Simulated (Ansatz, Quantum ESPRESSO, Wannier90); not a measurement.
# Ballistic channels from Wannier functions: zigzag Ag chain, bond 2.66 Å, width 1.6 Å, part 2 of 5

How many channels does the wire offer, and does a small Wannier basis get them right? The wire: zigzag Ag chain, bond 2.66 Å, width 1.6 Å.

Quantum ESPRESSO 7.5 and Wannier90 3.1.0; plane-wave DFT, PBE, GBRV ultrasoft pseudopotentials; cross-check by Ansatz 0.2.0 with PAW datasets.

So far. Step 2 (Ground state): The run needed 12 iterations to bring the estimated error under 1e-07 Ry; the largest force on any atom, held or free, is 0.15 eV/Å.

### Step 4. Neighbour list from wannier90 -pp

Level of this step: maximally localised Wannier functions and ballistic conductance; plane-wave DFT, PBE, GBRV ultrasoft pseudopotentials (Wannier90).

The .win file sets projections and windows: states in the frozen window are kept exactly, the outer window gives room to disentangle.

File wan.win:

```
num_wann = 12
num_bands = 37
num_iter = 200
num_print_cycles = 20
conv_tol = 1e-8
conv_window = 5
guiding_centres = true
dis_num_iter = 1500
dis_conv_tol = 1e-8
dis_win_min = -12.6683
dis_win_max = 7.3317
dis_froz_max = -0.1683
search_shells = 120
fermi_energy = -1.6683

transport = true
transport_mode = bulk
one_dim_axis = z
dist_cutoff = 16.9
dist_cutoff_mode = one_dim
tran_win_min = -4.0
tran_win_max = 2.0
tran_energy_step = 0.02

bands_plot = true
bands_num_points = 96
begin kpoint_path
G 0.0 0.0 0.0 Z 0.0 0.0 0.5
end kpoint_path

begin projections
Ag:s;d
end projections

begin unit_cell_cart
ang
  9.0000000000 0.0000000000 0.0000000000
  0.0000000000 8.0000000000 0.0000000000
  0.0000000000 0.0000000000 4.2499882353
end unit_cell_cart

begin atoms_frac
  Ag -0.0888888889 0.0000000000 0.0000000000
  Ag 0.0888888889 0.0000000000 0.5000000000
end atoms_frac

mp_grid = 1 1 8
begin kpoints
  0.0 0.0 0.0000000000
  0.0 0.0 0.1250000000
  0.0 0.0 0.2500000000
  0.0 0.0 0.3750000000
  0.0 0.0 0.5000000000
  0.0 0.0 0.6250000000
  0.0 0.0 0.7500000000
  0.0 0.0 0.8750000000
end kpoints
```

Command:

```sh
> OMP_NUM_THREADS=1 wannier90.x -pp wan > wan.pp.log
```

The log of the run:

```text
+---------------------------------------------------+
             |                                                   |
             |                   WANNIER90                       |
             |                                                   |
             +---------------------------------------------------+
             |                                                   |
             |        Welcome to the Maximally-Localized         |
             |        Generalized Wannier Functions code         |
             |                             |
             |                                                   |
             |                                                   |
             |  Wannier90 Developer Group:                       |
             |    Giovanni Pizzi    (EPFL)                       |
             |    Valerio Vitale    (Cambridge)                  |
             |    David Vanderbilt  (Rutgers University)         |
             |    Nicola Marzari    (EPFL)                       |
             |    Ivo Souza         (Universidad del Pais Vasco) |
             |    Arash A. Mostofi  (Imperial College London)    |
             |    Jonathan R. Yates (University of Oxford)       |
             |                                                   |
             |  For the full list of Wannier90 3.x authors,      |
             |  please check the code documentation and the      |
             |  README on the GitHub page of the code            |
             |                                                   |
             |                                                   |
             |  Please cite                                      |
             |                                                   |
             |  [ref] "Wannier90 as a community code:            |
             |        new features and applications",            |
             |        G. Pizzi et al., J. Phys. Cond. Matt. 32,  |
             |        165902 (2020).                             |
             |            |
             |                                                   |
             |  in any publications arising from the use of      |
             |  this code. For the method please cite            |
             |                                                   |
             |  [ref] "Maximally Localized Generalised Wannier   |
             |         Functions for Composite Energy Bands"     |
             |         N. Marzari and D. Vanderbilt              |
             |         Phys. Rev. B 56 12847 (1997)              |
             |                                                   |
             |  [ref] "Maximally Localized Wannier Functions     |
             |         for Entangled Energy Bands"               |
             |         I. Souza, N. Marzari and D. Vanderbilt    |
             |         Phys. Rev. B 65 035109 (2001)             |
             |                                                   |
             |                                                   |
             | Copyright (c) 1996-2020                           |
             |        The Wannier90 Developer Group and          |
             |        individual contributors                    |
             |                                                   |
             |      Release: 3.1.0        5th March    2020      |
             |                                                   |
             | This program is free software; you can            |
             | redistribute it and/or modify it under the terms  |
             | of the GNU General Public License as published by |
             | the Free Software Foundation; either version 2 of |
             | the License, or (at your option) any later version|
             |                                                   |
             | This program is distributed in the hope that it   |
             | will be useful, but WITHOUT ANY WARRANTY; without |
             | even the implied warranty of MERCHANTABILITY or   |
             | FITNESS FOR A PARTICULAR PURPOSE. See the GNU     |
             | General Public License for more details.          |
             |                                                   |
             | You should have received a copy of the GNU General|
             | Public License along with this program; if not,   |
             | write to the Free Software Foundation, Inc.,      |
             | 675 Mass Ave, Cambridge, MA 02139, USA.           |
             |                                                   |
             +---------------------------------------------------+
[date or host left out]
             +---------------------------------------------------+

 ******************************************************************************
 * -> Using CODATA 2006 constant values                                       *
 *    (                      *
 * -> Using Bohr value from CODATA                                            *
 ******************************************************************************

 Running in serial (with parallel executable)

                                    ------
                                    SYSTEM
                                    ------

                              Lattice Vectors (Ang)
                    a_1     9.000000   0.000000   0.000000
                    a_2     0.000000   8.000000   0.000000
                    a_3     0.000000   0.000000   4.249988

                   Unit Cell Volume:     305.99915  (Ang^3)

                        Reciprocal-Space Vectors (Ang^-1)
                    b_1     0.698132   0.000000   0.000000
                    b_2     0.000000   0.785398   0.000000
                    b_3     0.000000   0.000000   1.478401

 *----------------------------------------------------------------------------*
 |   Site       Fractional Coordinate          Cartesian Coordinate (Ang)     |
 +----------------------------------------------------------------------------+
 | Ag   1  -0.08889   0.00000   0.00000   |   -0.80000   0.00000   0.00000    |
 | Ag   2   0.08889   0.00000   0.50000   |    0.80000   0.00000   2.12499    |
 *----------------------------------------------------------------------------*
                                ------------
                                K-POINT GRID
                                ------------

             Grid size =  1 x  1 x  8      Total points =    8

 *---------------------------------- MAIN ------------------------------------*
 |  Number of Wannier Functions               :                12             |
[...]
|  Use phases for initial projections        :                 F             |
 |  Iterations before starting guiding centres:                 0             |
 |  Iterations between using guiding centres  :                 1             |
 *----------------------------------------------------------------------------*
 *------------------------------- DISENTANGLE --------------------------------*
 |  Using band disentanglement                :                 T             |
 |  Total number of iterations                :              1500             |
 |  Mixing ratio                              :             0.500             |
 |  Convergence tolerence                     :         1.000E-08             |
 |  Convergence window                        :                 3             |
 *----------------------------------------------------------------------------*
 *-------------------------------- PLOTTING ----------------------------------*
 |  Plotting interpolated bandstructure       :                 T             |
 |   Number of K-path sections                :                 1             |
 |   Divisions along first K-path section     :                96             |
 |   Output format                            :           gnuplot             |
 |   Output mode                              :               s-k             |
 *----------------------------------------------------------------------------*
 |   K-space path sections:                                                   |
 |    From: G       0.000  0.000  0.000     To: Z       0.000  0.000  0.500   |
 *----------------------------------------------------------------------------*
 *------------------------------- TRANSPORT ----------------------------------*
 |  Transport mode                            :              bulk             |
 |   Hamiltonian from external files          :                 F             |
 |   System extended in                       :                 z             |
 |   Centre of the unit cell to which WF are translated (fract. coords):      |
 |                                       0.000000,    0.000000,    0.000000   |
 |  Fermi energy (eV)                         :            -1.668             |
 *----------------------------------------------------------------------------*
 Time to read parameters        0.004 (sec)

 *---------------------------------- K-MESH ----------------------------------*
 +----------------------------------------------------------------------------+
 |                    Distance to Nearest-Neighbour Shells                    |
 |                    ------------------------------------                    |
 |          Shell             Distance (Ang^-1)          Multiplicity         |
 |          -----             -----------------          ------------         |
 |             1                   0.184800                      2            |
 |             2                   0.369600                      2            |
 |             3                   0.554400                      2            |
 |             4                   0.698132                      2            |
 |             5                   0.722177                      4            |
 |             6                   0.739200                      2            |
 |             7                   0.785398                      2            |
 |             8                   0.789932                      4            |
 |             9                   0.806847                      4            |
 |            10                   0.868018                      4            |
 |            11                   0.891486                      4            |
 |            12                   0.924000                      2            |
 |            13                   0.961358                      4            |
 |            14                   1.016762                      4            |
 |            15                   1.050827                      4            |
 |            16                   1.066953                      8            |
[...]
|           113                   2.391867                      8            |
 |           114                   2.402401                      2            |
 |           115                   2.420148                      8            |
 |           116                   2.420540                      4            |
 |           117                   2.425388                      4            |
 |           118                   2.445712                      8            |
 |           119                   2.453975                      8            |
 |           120                   2.457446                      4            |
 +----------------------------------------------------------------------------+
 | The b-vectors are chosen automatically                                     |
 | SVD found small singular value, Rejecting this shell and trying the next   |
 | The following shells are used:   1,  4,  7                                 |
 +----------------------------------------------------------------------------+
 |                        Shell   # Nearest-Neighbours                        |
 |                        -----   --------------------                        |
 |                          1               2                                 |
 |                          4               2                                 |
 |                          7               2                                 |
 +----------------------------------------------------------------------------+
 | Completeness relation is fully satisfied [Eq. (B1), PRB 56, 12847 (1997)]  |
 +----------------------------------------------------------------------------+
 |                  b_k Vectors (Ang^-1) and Weights (Ang^2)                  |
 |                  ----------------------------------------                  |
 |            No.         b_k(x)      b_k(y)      b_k(z)        w_b           |
 |            ---        --------------------------------     --------        |
 |             1         0.000000    0.000000    0.184800    14.640830        |
 |             2         0.000000    0.000000   -0.184800    14.640830        |
 |             3         0.698132    0.000000    0.000000     1.025877        |
 |             4        -0.698132    0.000000    0.000000     1.025877        |
 |             5         0.000000    0.785398    0.000000     0.810569        |
 |             6         0.000000   -0.785398    0.000000     0.810569        |
 +----------------------------------------------------------------------------+
 |                           b_k Directions (Ang^-1)                          |
 |                           -----------------------                          |
 |            No.           x           y           z                         |
 |            ---        --------------------------------                     |
 |             1         0.000000    0.000000    0.184800                     |
 |             2         0.698132    0.000000    0.000000                     |
 |             3         0.000000    0.785398    0.000000                     |
 +----------------------------------------------------------------------------+

 Time to get kmesh              0.010 (sec)
 *============================================================================*
 |                              MEMORY ESTIMATE                               |
 |         Maximum RAM allocated during each phase of the calculation         |
 *============================================================================*
 |                        Disentanglement            1.53 Mb                  |
 |                            Wannierise:            0.38 Mb                  |
 |                          plot_wannier:            0.38 Mb                  |
 *----------------------------------------------------------------------------*

 Starting a new Wannier90 calculation ...

 Time to write kmesh            0.014 (sec)

 Exiting... wan.nnkp written.
```

Elapsed: 0.46 s, on 1 MPI rank of Arm Neoverse V1, shared host; peak memory 0.09 GiB.

### Step 5. Overlaps and projections

pw2wannier90.x computes the overlaps between neighbouring k-points and the projections.

File wan.p2w.in:

```
&inputpp
  prefix = 'nscf'
  outdir = './out'
  seedname = 'wan'
  write_mmn = .true.
  write_amn = .true.
  write_unk = .false.
/
```

Command:

```sh
> OMP_NUM_THREADS=1 mpirun -n 2 pw2wannier90.x -in wan.p2w.in > wan.p2w.out
```

The log of the run:

```text
[banner, memory and clock lines left out]
Program PW2WANNIER v.7.5 starts

          URL

     Reading nscf_save data

     ./out/nscf.save/

     IMPORTANT: XC functional enforced from input :
     Exchange-correlation= PBE
                           (   1   4   3   4   0   0   0)
     Any further DFT definition will be discarded
     Please, verify this is what you really want

     negative rho (up, down):  1.532E-03 0.000E+00
     Reading collected, re-writing distributed wavefunctions

      Spin CASE ( default = unpolarized )

  Wannier mode is: standalone

  -----------------
  *** Reading nnkp
  -----------------

  Checking info from wannier.nnkp file

  - Real lattice is ok
  - Reciprocal lattice is ok
  - K-points are ok
  - Number of wannier functions is ok ( 12)
  - All guiding functions are given

  Projections:
   -0.088890    0.000000    0.000000  0  1  1    1.000000
   -0.088890    0.000000    0.000000  2  1  1    1.000000
   -0.088890    0.000000    0.000000  2  2  1    1.000000
   -0.088890    0.000000    0.000000  2  3  1    1.000000
   -0.088890    0.000000    0.000000  2  4  1    1.000000
   -0.088890    0.000000    0.000000  2  5  1    1.000000
    0.088890    0.000000    0.236110  0  1  1    1.000000
    0.088890    0.000000    0.236110  2  1  1    1.000000
    0.088890    0.000000    0.236110  2  2  1    1.000000
    0.088890    0.000000    0.236110  2  3  1    1.000000
    0.088890    0.000000    0.236110  2  4  1    1.000000
    0.088890    0.000000    0.236110  2  5  1    1.000000

  Reading data about k-point neighbours

  All neighbours are found

  Opening pp-files

  *** Compute  A projections

  Number of local k points =        8
       1       2       3       4       5       6       7       8
  AMN calculated

  ---------------
  *** Compute  M
  ---------------

  Number of local k points =        8
       1       2       3       4       5       6       7       8
  MMN calculated

  *** Orbital terms are not computed

  *** SHC terms are not computed

  ----------------
  *** Write bands
  ----------------

  *** Plot info is not printed

  *** Parity info is not printed

  ------------
  *** Stop pp
  ------------

     Internal routines:
```

The job ended after 6.1 s (2 MPI ranks; peak memory 0.15 GiB; 12 s of CPU time).

(Continued in part 3 of 5.)

[Logs are printed without paths, hosts, clocks, repeated set-up lines and the standing remarks that a program may print on its own settings, such as how far it seeks lower states.]

[Hosts, paths, dates, database ids (printed as entryN), source tags and the programs' standing remarks are cut or masked in the printed files.]

[Maps of the electrostatic potential energy from Ansatz leave out the sawtooth potential of an applied field or a dipole correction, so their vacuum need not be flat; planar profiles and work functions include it.]
